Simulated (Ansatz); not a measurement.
# LiScMnGe2: relaxing a made-up structure

Starting from a made-up structure for LiScMnGe2, the aim is the relaxed cell, its shortest contacts and, where a second run follows, its electronic structure.

Method: DFT, PBEsol, plane-wave PAW, files of the set soft_1, scalar-relativistic, ferromagnetic start, cell and ions relaxed at zero pressure; PAW set soft_1, in Ansatz 0.2.0.

## Step 1: Starting point

It takes space group I-4m2 (No. 119, tetragonal). The conventional cell has a = 3.973 Å, b = 3.973 Å, c = 10.108 Å, α = 90.00°, β = 90.00°, γ = 90.00°. Ge has 2 Li at 2.35 Å and 2 Mn at 2.35 Å and 1 Ge at 2.55 Å and 4 Sc at 3.09 Å nearest. Mn has 4 Ge at 2.35 Å and 4 Li at 2.81 Å and 4 Sc at 3.21 Å nearest. Sc has 8 Ge at 3.09 Å and 4 Li at 3.21 Å and 4 Mn at 3.21 Å nearest. Li has 4 Ge at 2.35 Å and 4 Mn at 2.81 Å and 4 Sc at 3.21 Å nearest. Farther neighbours are not listed.

## Step 2: Relaxation of the guess

The guessed cell has no reason to be at equilibrium. It is relaxed with the atoms, within the space group of the guess.

input.yaml

```yaml
crystal:
  lattice:
    - [-1.9865, 1.9865, 5.054]
    - [1.9865, -1.9865, 5.054]
    - [1.9865, 1.9865, -5.054]
  atoms:
    - { symbol: Ge, position: [0.3737, 0.3737, 0.0] }
    - { symbol: Ge, position: [0.6263, 0.6263, 0.0] }
    - { symbol: Mn, position: [0.25, 0.75, 0.5], spin: 4.0 }
    - { symbol: Sc, position: [0.0, 0.0, 0.0] }
    - { symbol: Li, position: [0.75, 0.25, 0.5] }
magnetization:
  spin_polarized: true
kpoints:
  mp_grid: { grid: [9, 9, 9] }
scf:
  occupations: { method: fermi_dirac, width: 0.05 }
hamiltonian:
  xc: pbesol
  pseudopotentials: { kind: paw, azcp: { folder: soft_1 }, xc_functional: pbe }
relax:
  f_tol: 0.015
  max_steps: 70
  cell: {}
output:
  forces: true
  stress: true
```

The run is started by

```console
$ ansatz run input.yaml --threads 4 --pin off --max-ram 8192MiB --backend cpu --events-out ev --progress --plain --runs-dir out
```

Numbers of over 12 decimals in the logs are rounded to 6 here.

The program printed:

```text
basis.fft_grid_basis auto: the FFT boxes are laid along the combinations [[1, 0, 1], [0, 1, 1], [0, 0, 1]] of the cell's own vectors, 3.973, 3.973 and 5.782 Å long. The dense box has 27×27×40 points. Along the cell's own vectors, as sized, it would have 40×40×40, 2.19 times as many. Of the 8 symmetry operations that the crystal satisfies within crystal.symmetry.tolerance (time reversal apart; of a slab, those that ke [...]
Engine: ansatz 0.2.0, aarch64-unknown-linux-gnu
Pseudopotentials: kind: paw
Pseudopotential: Ge, paw, valence charge 14, recommended cutoff 420 eV (normal), soft_1/Ge.paw.azcp
Pseudopotential: Mn, paw, valence charge 15, recommended cutoff 420 eV (normal), soft_1/Mn.paw.azcp
Pseudopotential: Sc, paw, valence charge 11, recommended cutoff 420 eV (normal), soft_1/Sc.paw.azcp
Pseudopotential: Li, paw, valence charge 3, recommended cutoff 420 eV (normal), soft_1/Li.paw.azcp
Functional definition: PBEsol
  exchange = pbesol_x
  correlation = pbesol_c
Crystal: 5 atoms, lattice volume = 79.776 Å³
Basis set: ecut = 420 eV, 1589 PW (Γ), FFT grids on a1+a3, a2+a3, a3, exchange–correlation on 54×54×80 points (8 copies of the dense FFT grid, shifted against one another)
Bands: 37, of which v1, the nominal top of the filled ones, is band 29 counted from 1 (28 counted from 0)
Symmetry: 8 space group operations
Space group: I-4m2 (ITA 119), of the structure as read, at distance tolerance 4.3e-5 Å
Magnetic group: BNS 119.315 (UNI 975), of the structure as read, at distance tolerance 4.3e-5 Å
k-points: 75 of 729 (time reversal used)
Non-local potential: Ge, projectors of the file, l = 0: 2, l = 1: 2, l = 2: 3, l = 3: 1
Non-local potential: Mn, projectors of the file, l = 0: 3, l = 1: 2, l = 2: 3, l = 3: 1
Non-local potential: Sc, projectors of the file, l = 0: 3, l = 1: 2, l = 2: 3, l = 3: 1
Non-local potential: Li, projectors of the file, l = 0: 3, l = 1: 2, l = 2: 1
PAW form: soft (Blöchl's): semilocal exchange-correlation on the pseudo side does not see the compensation charge
PAW frozen core: Ge, regenerated for the run's functional, and the local potential with it (the file was generated under x = pbe(κ = 0.804, μ = 0.219515), c = pbe(β = 0.066725))
PAW frozen core: Mn, regenerated for the run's functional, and the local potential with it (the file was generated under x = pbe(κ = 0.804, μ = 0.219515), c = pbe(β = 0.066725))
PAW frozen core: Sc, regenerated for the run's functional, and the local potential with it (the file was generated under x = pbe(κ = 0.804, μ = 0.219515), c = pbe(β = 0.066725))
PAW one-centre angular grid: Ge, 590 points (default); XC on 64 Gauss nodes
PAW one-centre angular grid: Mn, 590 points (default); XC on 64 Gauss nodes
PAW one-centre angular grid: Sc, 590 points (default); XC on 64 Gauss nodes
PAW one-centre angular grid: Li, 110 points (default); XC on 64 Gauss nodes
Initial density: superposition of atomic densities (chi_scale 0.1, normalization cell, long waves kept (reshape's long-wave potential 0.01 eV rms))
Starting moments: Σ|m| = 4 μB on 1 of 5 sites
Initial wavefunctions: pseudopotential atomic-orbital guess
Functional: x = pbesol(κ = 0.804, μ = 0.123457), c = pbesol(β = 0.046)
SCF iter   1: F=—  HF=-14691.233022 eV  |F-HF|=—  |Δ(HF+E_count)|=         —  Δρ=3.95e-2 (↑2.06e-2 ↓3.95e-2)  dr2=5.23e0  dr2_m=1.67e-1  M=3.333 μB ∫|m|=3.738 μB  β_m=0.30  ethr=3.10e-3  ⟨swp⟩=5.5  Hψ=18871  notcnv=0
Mixer restart at iter 1: flushing history
preconditioner: auto → Kerker (q_TF=auto, 2.580 Å⁻¹)  [metal: Δε(μ)=0.011 eV  Ē_g=18.071 eV  σ=0.050 eV  W_gap=0.05  n_scr=32 (ndim 8)  ℏωp=27.9 eV  f_vac=0.000  D(μ)=2.14/eV (n_scr^D=10)]
spin=Collinear: Kerker preconditioning applied to the charge; magnetization (m = ρ↑ − ρ↓) channel mixes plain (no charge-response kernel on spin).
SCF iter   2: F=—  HF=-14691.659227 eV  |F-HF|=—  |Δ(HF+E_count)|=   4.26e-1  Δρ=3.12e-2 (↑1.62e-2 ↓3.12e-2)  dr2=3.04e0  dr2_m=1.96e-1  M=3.241 μB ∫|m|=3.655 μB  β_m=0.65  ethr=3.10e-3  ⟨swp⟩=2.0  Hψ=8172  notcnv=0  defer=244
SCF iter   3: F=—  HF=-14691.952788 eV  |F-HF|=—  |Δ(HF+E_count)|=   2.94e-1  Δρ=1.80e-2 (↑4.96e-3 ↓1.80e-2)  dr2=7.78e-1  dr2_m=4.43e-2  M=2.981 μB ∫|m|=3.400 μB  β_m=0.66  ethr=3.10e-3  ⟨swp⟩=2.7  Hψ=8114  notcnv=0  defer=244
SCF iter   4: F=—  HF=-14691.709435 eV  |F-HF|=—  |Δ(HF+E_count)|=   2.43e-1  Δρ=1.77e-2 (↑1.77e-2 ↓6.20e-3)  dr2=3.23e-1  dr2_m=2.94e-2  M=2.799 μB ∫|m|=3.209 μB  β_m=0.72  ethr=1.37e-3  ⟨swp⟩=3.5  Hψ=11771  notcnv=0  defer=243
SCF iter   5: F=—  HF=-14691.881059 eV  |F-HF|=—  |Δ(HF+E_count)|=   1.72e-1  Δρ=7.26e-3 (↑7.26e-3 ↓2.96e-3)  dr2=7.47e-2  dr2_m=4.15e-3  M=2.820 μB ∫|m|=3.203 μB  β_m=0.77  ethr=5.67e-4  ⟨swp⟩=2.1  Hψ=8180  notcnv=0  defer=243
SCF iter   6: F=—  HF=-14691.894780 eV  |F-HF|=—  |Δ(HF+E_count)|=         —  Δρ=4.98e-3 (↑4.98e-3 ↓6.73e-4)  dr2=1.89e-2  dr2_m=4.76e-3  M=2.801 μB ∫|m|=3.167 μB  β_m=0.77  ethr=1.31e-4  ⟨swp⟩=2.0  Hψ=9682  notcnv=0  defer=244
Mixer restart at iter 6: flushing history
SCF iter   7: F=—  HF=-14691.895403 eV  |F-HF|=—  |Δ(HF+E_count)|=   6.23e-4  Δρ=3.73e-3 (↑3.73e-3 ↓1.96e-3)  dr2=1.93e-2  dr2_m=6.18e-4  M=2.819 μB ∫|m|=3.178 μB  β_m=0.60  ethr=3.32e-5  ⟨swp⟩=2.0  Hψ=11097  notcnv=0  defer=244
SCF iter   8: F=—  HF=-14691.892325 eV  |F-HF|=—  |Δ(HF+E_count)|=   3.08e-3  Δρ=6.27e-4 (↑4.26e-4 ↓6.27e-4)  dr2=3.53e-4  dr2_m=1.53e-4  M=2.808 μB ∫|m|=3.167 μB  β_m=0.80  ethr=3.32e-5  ⟨swp⟩=2.0  Hψ=11156  notcnv=0  defer=239
SCF iter   9: F=—  HF=-14691.892418 eV  |F-HF|=—  |Δ(HF+E_count)|=   9.27e-5  Δρ=4.25e-4 (↑1.83e-4 ↓4.25e-4)  dr2=3.42e-4  dr2_m=1.64e-5  M=2.805 μB ∫|m|=3.161 μB  β_m=0.73  ethr=6.19e-7  ⟨swp⟩=2.0  Hψ=9943  notcnv=0  defer=237
SCF iter  10: F=—  HF=-14691.892345 eV  |F-HF|=—  |Δ(HF+E_count)|=   7.31e-5  Δρ=1.24e-4 (↑6.96e-5 ↓1.24e-4)  dr2=7.39e-5  dr2_m=8.32e-7  M=2.803 μB ∫|m|=3.157 μB  β_m=0.77  ethr=6.00e-7  ⟨swp⟩=2.0  Hψ=8477  notcnv=0  defer=237
SCF iter  11: F=—  HF=-14691.892306 eV  |F-HF|=—  |Δ(HF+E_count)|=   3.91e-5  Δρ=1.19e-4 (↑8.40e-5 ↓1.19e-4)  dr2=2.32e-5  dr2_m=3.76e-7  M=2.803 μB ∫|m|=3.157 μB  β_m=0.89  ethr=1.30e-7  ⟨swp⟩=3.0  Hψ=10274  notcnv=0  defer=237
SCF iter  12: F=—  HF=-14691.892318 eV  |F-HF|=—  |Δ(HF+E_count)|=   1.17e-5  Δρ=5.10e-5 (↑3.64e-5 ↓5.10e-5)  dr2=4.80e-6  dr2_m=5.67e-8  M=2.804 μB ∫|m|=3.158 μB  β_m=0.94  ethr=4.07e-8  ⟨swp⟩=2.0  Hψ=6410  notcnv=0  defer=237
[...]
SCF iter   9: F=—  HF=-14692.180721 eV  |F-HF|=—  |Δ(HF+E_count)|=   1.63e-6  Δρ=2.57e-5 (↑1.03e-5 ↓2.57e-5)  dr2=1.41e-6  dr2_m=6.13e-8  M=2.945 μB ∫|m|=3.402 μB  β_m=0.89  ethr=2.27e-8  ⟨swp⟩=2.0  Hψ=8870  notcnv=0  defer=14
SCF iter  10: F=—  HF=-14692.180721 eV  |F-HF|=—  |Δ(HF+E_count)|=   1.56e-7  Δρ=1.12e-5 (↑9.57e-6 ↓1.12e-5)  dr2=4.64e-7  dr2_m=1.08e-9  M=2.945 μB ∫|m|=3.402 μB  β_m=0.94  ethr=2.47e-9  ⟨swp⟩=1.6  Hψ=6216  notcnv=0  defer=14
SCF iter  11: F=-14692.180721 eV  HF=-14692.180721 eV  |F-HF|=2.94e-8  |Δ(HF+E_count)|=   3.80e-9  Δρ=4.13e-6 (↑4.13e-6 ↓1.87e-6)  dr2=2.83e-8  dr2_m=1.09e-9  M=2.945 μB ∫|m|=3.402 μB  ethr=8.14e-10  ⟨swp⟩=2.0  Hψ=15133  notcnv=0
SCF 3 converged in 11 iterations: F = -14692.180721 eV  dr2 = 2.83e-8
relax step   3: F+E_penalty+E_count = -14692.18072090 eV  Δ(F+E_penalty+E_count) = -8.199e-2 eV  max|allowed force component| = 3.331e-1 eV/Å  Δτ_max = 0.0759 Å  P = -0.450 GPa  Ω = 79.307 Å³  energy of the carried Pulay correction = +1.978e-4 eV  (11 SCF iters, dr2 threshold 5.00e-7 eV, accepted)
[...]
relax step   4: F+E_penalty+E_count = -14692.18697350 eV  Δ(F+E_penalty+E_count) = -6.253e-3 eV  max|allowed force component| = 3.770e-2 eV/Å  Δτ_max = 0.0158 Å  P = +0.430 GPa  Ω = 78.326 Å³  energy of the carried Pulay correction = +6.150e-4 eV  (10 SCF iters, dr2 threshold 5.00e-7 eV, accepted)
[...]
relax step   5: F+E_penalty+E_count = -14692.18734482 eV  Δ(F+E_penalty+E_count) = -3.713e-4 eV  max|allowed force component| = 3.639e-2 eV/Å  Δτ_max = 0.0018 Å  P = -0.193 GPa  Ω = 78.938 Å³  energy of the carried Pulay correction = +3.539e-4 eV  (9 SCF iters, dr2 threshold 5.00e-7 eV, accepted)
[...]
relax step   6: F+E_penalty+E_count = -14692.18764807 eV  Δ(F+E_penalty+E_count) = -3.033e-4 eV  max|allowed force component| = 1.326e-4 eV/Å  Δτ_max = 0.0025 Å  P = -0.001 GPa  Ω = 78.755 Å³  energy of the carried Pulay correction = +4.319e-4 eV  (9 SCF iters, dr2 threshold 1.13e-7 eV, accepted)
[...]
relax step   7: F+E_penalty+E_count = -14692.18891334 eV  Δ(F+E_penalty+E_count) = -1.265e-3 eV  max|allowed force component| = 1.138e-3 eV/Å  Δτ_max = 0.0000 Å  P = +0.018 GPa  Ω = 78.755 Å³  stress off target by 9.09e-2 GPa  SCF on the basis re-selected at this cell (its energy is not comparable with the rows above)  (11 SCF iters)
[...]
relax step   8: F+E_penalty+E_count = -14692.18892981 eV  Δ(F+E_penalty+E_count) = -1.648e-5 eV  max|allowed force component| = 2.206e-4 eV/Å  Δτ_max = 0.0004 Å  P = +0.009 GPa  Ω = 78.754 Å³  energy of the carried Pulay correction = -1.941e-6 eV  (8 SCF iters, dr2 threshold 2.07e-8 eV, accepted)
iter 1 solved again at ethr=4.06e-8 eV; its pass at ethr=3.10e-3 eV (dr2=2.31e-5 eV) is discarded
SCF iter   1: F=—  HF=-14692.188928 eV  |F-HF|=—  |Δ(HF+E_count)|=         —  Δρ=7.38e-7 (↑7.19e-7 ↓7.38e-7)  dr2=6.29e-10  dr2_m=1.30e-10  M=2.912 μB ∫|m|=3.351 μB  β_m=0.65  ethr=4.06e-8  ⟨swp⟩=3.0  Hψ=32645  notcnv=0
eigensolver tolerance schedule: the retry pair's looser diagonalisation over-reported the residual by 36818.36 of it (diagonalisation noise at 0.93 of the residual, at the tolerance the schedule requests for it); recorded, not acted on — ethr = c·dr2/N_el stays at c = 1.0e-1
preconditioner: auto → Kerker (q_TF=auto, 2.367 Å⁻¹)  [metal: Δε(μ)=0.008 eV  Ē_g=16.558 eV  σ=0.050 eV  W_gap=0.04  n_scr=16 (ndim 8)  ℏωp=26.1 eV  f_vac=0.000  D(μ)=1.90/eV (n_scr^D=10)]
spin=Collinear: Kerker preconditioning applied to the charge; magnetization (m = ρ↑ − ρ↓) channel mixes plain (no charge-response kernel on spin).
SCF iter   2: F=—  HF=-14692.188928 eV  |F-HF|=—  |Δ(HF+E_count)|=   4.99e-7  Δρ=4.66e-7 (↑4.66e-7 ↓4.51e-7)  dr2=2.21e-10  dr2_m=7.83e-11  M=2.912 μB ∫|m|=3.351 μB  β_m=0.38  ethr=1.10e-12  ⟨swp⟩=3.0  Hψ=13712  notcnv=0
SCF iter   3: F=—  HF=-14692.188928 eV  |F-HF|=—  |Δ(HF+E_count)|=  2.60e-10  Δρ=3.47e-7 (↑3.43e-7 ↓3.47e-7)  dr2=9.59e-11  dr2_m=6.06e-11  M=2.912 μB ∫|m|=3.351 μB  β_m=0.69  ethr=1.00e-12  ⟨swp⟩=2.0  Hψ=7129  notcnv=0
SCF iter   4: F=—  HF=-14692.188928 eV  |F-HF|=—  |Δ(HF+E_count)|=  5.28e-11  Δρ=1.21e-7 (↑1.21e-7 ↓1.17e-7)  dr2=3.38e-11  dr2_m=4.26e-13  M=2.912 μB ∫|m|=3.351 μB  β_m=0.66  ethr=1.00e-12  ⟨swp⟩=2.0  Hψ=7602  notcnv=0
SCF iter   5: F=-14692.188928 eV  HF=-14692.188928 eV  |F-HF|=1.46e-11  |Δ(HF+E_count)|=  1.64e-11  Δρ=8.40e-8 (↑5.37e-8 ↓8.40e-8)  dr2=1.46e-11  dr2_m=9.17e-13  M=2.912 μB ∫|m|=3.351 μB  ethr=1.00e-12  ⟨swp⟩=2.1  Hψ=15966  notcnv=0
SCF 9 converged in 5 iterations: F = -14692.188928 eV  dr2 = 1.46e-11
relax step   9: F+E_penalty+E_count = -14692.18892761 eV  Δ(F+E_penalty+E_count) = +2.201e-6 eV  max|allowed force component| = 2.082e-4 eV/Å  Δτ_max = 0.0000 Å  P = +0.009 GPa  Ω = 78.754 Å³  stress off target by 2.20e-2 GPa  SCF on the basis re-selected at this cell (its energy is not comparable with the rows above)  (5 SCF iters)
basis re-selected at this cell: Δ(F+E_penalty+E_count) = +2.201e-6 eV, ΔP = -0.000 GPa vs the last step (what re-selecting the basis moved, of the pressure what is left beyond the Pulay correction that the steps carried, after the strain that the cell walked since its last selection, with what the two solves' SCF thresholds leave and, on support functions, any second-order correction that the steps lacked; it is no m [...]
SCF converged after 5 iterations
Magnetization: 2.9120 μB (29.9560 up, 27.0440 down)
Absolute magnetization: 3.3519 μB (∫|ρ↑−ρ↓|, with the PAW one-centre terms)
Spin contamination: 0.2313 ħ² per cell (⟨S²⟩ above its minimum at these occupations)
Per-site moments (μB) at R_I (Å): [(-0.035419, 0.997941), (-0.035419, 0.997941), (2.704148, 1.000240), (0.067440, 1.219118), (-0.019654, 1.000240)]
Free energy (F): -14692.188928 eV
Harris-Foulkes:  -14692.188928 eV  (|F-HF|=1.46e-11)
Internal energy: -14692.172560 eV  (E = F + TS)
E sigma→0 (E₀):  -14692.180744 eV
Entropy (-TS):   -0.016368 eV (-3.274 meV/atom)
Fermi energy:    11.103870 eV
--- Per-component energies (eV) ---
  E_band       = -709.741415
  E_kinetic    = 732.100708
  E_local      = -7419.056995  (includes V_loc(G=0)·N_el)
  E_nonlocal   = 1025.549711
  E_hartree    = 3232.678593
  E_xc         = -347.206800
  E_vxc        = -389.616000  (∫ρ·V_xc dr)
  E_paw        = -6233.716601  (= ΣΔE_a)
  E_vpaw       = -1124.076270  (= ΣTr[D̂ρ^β])
  E_aug_tail   = 0.000420  (compensation charges beyond the density's cutoff)
  E_ewald      = -5684.656147
  E_core_change = 2.134551  (= ΣΔE_core)
  E_smearing   = -0.016368  (= −TS)
  E_closure    = -0.000000  (closes the sum)
  Σ components = -14692.188928   (vs F -14692.188928, Δ=0.00e0)
--- Forces (eV/Å), atoms counted from 1 ---
  atom   1  Ge     0.00000000     0.00000000    -0.00020816
  atom   2  Ge     0.00000000     0.00000000     0.00020816
  atom   3  Mn     0.00000000     0.00000000    -0.00000000
  atom   4  Sc     0.00000000    -0.00000000     0.00000000
  atom   5  Li    -0.00000000     0.00000000     0.00000000
  max |Σ_I F_I| component: 5.20e-17 eV/Å
--- Stress (GPa, compression-positive) ---
        0.002939       0.000000      -0.000000
        0.000000       0.002939      -0.000000
       -0.000000      -0.000000       0.022045
  P = ⅓ Tr σ = 0.0093 GPa (0.093 kbar)
--- Relaxed structure (7 steps of the walk, 7 accepted, 2 SCFs on fresh bases) ---
  F+E_penalty+E_count = -14692.18892761 eV   max|allowed force component| = 2.082e-4 eV/Å   (the final SCF, on the basis selected at the relaxed cell)
  cell:  # Å, volume = 78.7537 Å³
    - [-1.906753, 1.906753, 5.415293]
    - [1.906753, -1.906753, 5.415293]
    - [1.906753, 1.906753, -5.415293]
  atoms:
    - { symbol: Ge, position: [0.388314, 0.388314, 0] }
    - { symbol: Ge, position: [0.611686, 0.611686, 0] }
    - { symbol: Mn, position: [0.25, 0.75, 0.500000] }
    - { symbol: Sc, position: [-2.831711253820471e-19, -2.8317112538204802e-19, 0] }
    - { symbol: Li, position: [0.75, 0.25, 0.500000] }
```

The job ended after 2.1 min (4 threads of Arm Neoverse V1, shared host; peak memory 0.65 GiB).

Relaxation path:

```
step  energy less that of the first step (eV)  largest force component (eV/Å)  pressure (GPa)  volume (Å³)
   1                                   0.0000                          1.3371            0.46        79.78
   2                                  -0.2064                          0.5426            1.60        78.04
   3                                  -0.2884                          0.3331           -0.45        79.31
   4                                  -0.2947                          0.0377            0.43        78.33
   5                                  -0.2950                          0.0364           -0.19        78.94
   6                                  -0.2953                          0.0001            0.00        78.75
  7*                                  -0.2966                          0.0011            0.02        78.75
   8                                  -0.2966                          0.0002            0.01        78.75
  9*                                  -0.2966                          0.0002            0.01        78.75
```

Relaxation steps marked * repeat the geometry before them on a plane-wave basis chosen anew for their cell, so energy and pressure can jump there.

The run keeps the 8 symmetry operations that it works with, so distortions that break them were not tested.

| conventional cell, symmetrised | before | after | change |
| --- | --- | --- | --- |
| a (Å) | 3.973 | 3.814 | -4.0 % |
| b (Å) | 3.973 | 3.814 | -4.0 % |
| c (Å) | 10.108 | 10.831 | +7.1 % |
| volume (Å³/atom) | 15.96 | 15.75 | -1.3 % |

The atoms that moved most (Å, as changes of fractional coordinates times the final cell):

```csv
atom,dx,dy,dz,length
Ge1,0.000,0.000,0.158,0.158
Ge2,0.000,0.000,-0.158,0.158
```

Final coordinates:

```
Ge Mn Sc Li
1.0
    -1.90675    1.90675    5.41529
     1.90675   -1.90675    5.41529
     1.90675    1.90675   -5.41529
Ge Mn Sc Li
2 1 1 1
Direct
  0.38831 0.38831 0.00000
  0.61169 0.61169 0.00000
  0.25000 0.75000 0.50000
  0.00000 0.00000 0.00000
  0.75000 0.25000 0.50000
```

Numbers from this step:

| Item | Value |
| --- | --- |
| free energy | -14692.1889 eV |
| energy at zero smearing | -14692.1807 eV |
| smearing term TS | 0.01637 eV |
| Fermi energy | 11.10 eV |
| magnetization | 2.912 μB |
| absolute magnetization | 3.352 μB |
| site moments | -0.03542, -0.03542, 2.704, 0.06744, -0.01965 μB |
| electrons | 57 |
| symmetry operations | 8 |
| pressure | 0.009307 GPa |

Site moment by atom:

```
atom  site moment (μB)
 Ge1             -0.04
 Ge2             -0.04
 Mn3              2.70
 Sc4              0.07
 Li5             -0.02
```

The shortest distance of each pair, which need not be the same contact before and after:

```
 pair  guess (Å)  relaxed (Å)
Ge–Ge      2.553        2.419
Ge–Li      2.347        2.425
Ge–Mn      2.347        2.425
Li–Mn      2.809        2.697
Ge–Sc      3.086        2.955
```

The relaxation ends with a largest force component of 2.1e-4 eV/Å and a pressure of 0.01 GPa.

## Step 3: Summary of results

- space group, relaxed: I-4m2
- conventional cell: a = 3.814, b = 3.814, c = 10.831 Å; α = 90.0°, β = 90.0°, γ = 90.0°
- volume per atom: 15.75 Å³ (guess 15.96)
- total moment: 2.91 μB in the cell of 5 atoms

What this shows: LiScMnGe2 relaxes to I-4m2 with a = 3.814, b = 3.814 and c = 10.831 Å. The guessed volume was near the relaxed one. The space group I-4m2 was held in the relaxation, so the end point is a stationary structure within it and may be a saddle against distortions or other arrangements. The input starts from parallel moments, and no other start was typed. Mesh and cutoff weren't tested. No dispersion term is used, so weakly bound directions may come out too long. Nothing here tests whether the compound is stable against decomposition.

[Logs are printed without paths, hosts, clocks, repeated set-up lines and the standing remarks that a program may print on its own settings, such as how far it seeks lower states.]

[Hosts, paths, dates, database ids (printed as entryN), source tags and the programs' standing remarks are cut or masked in the printed files.]
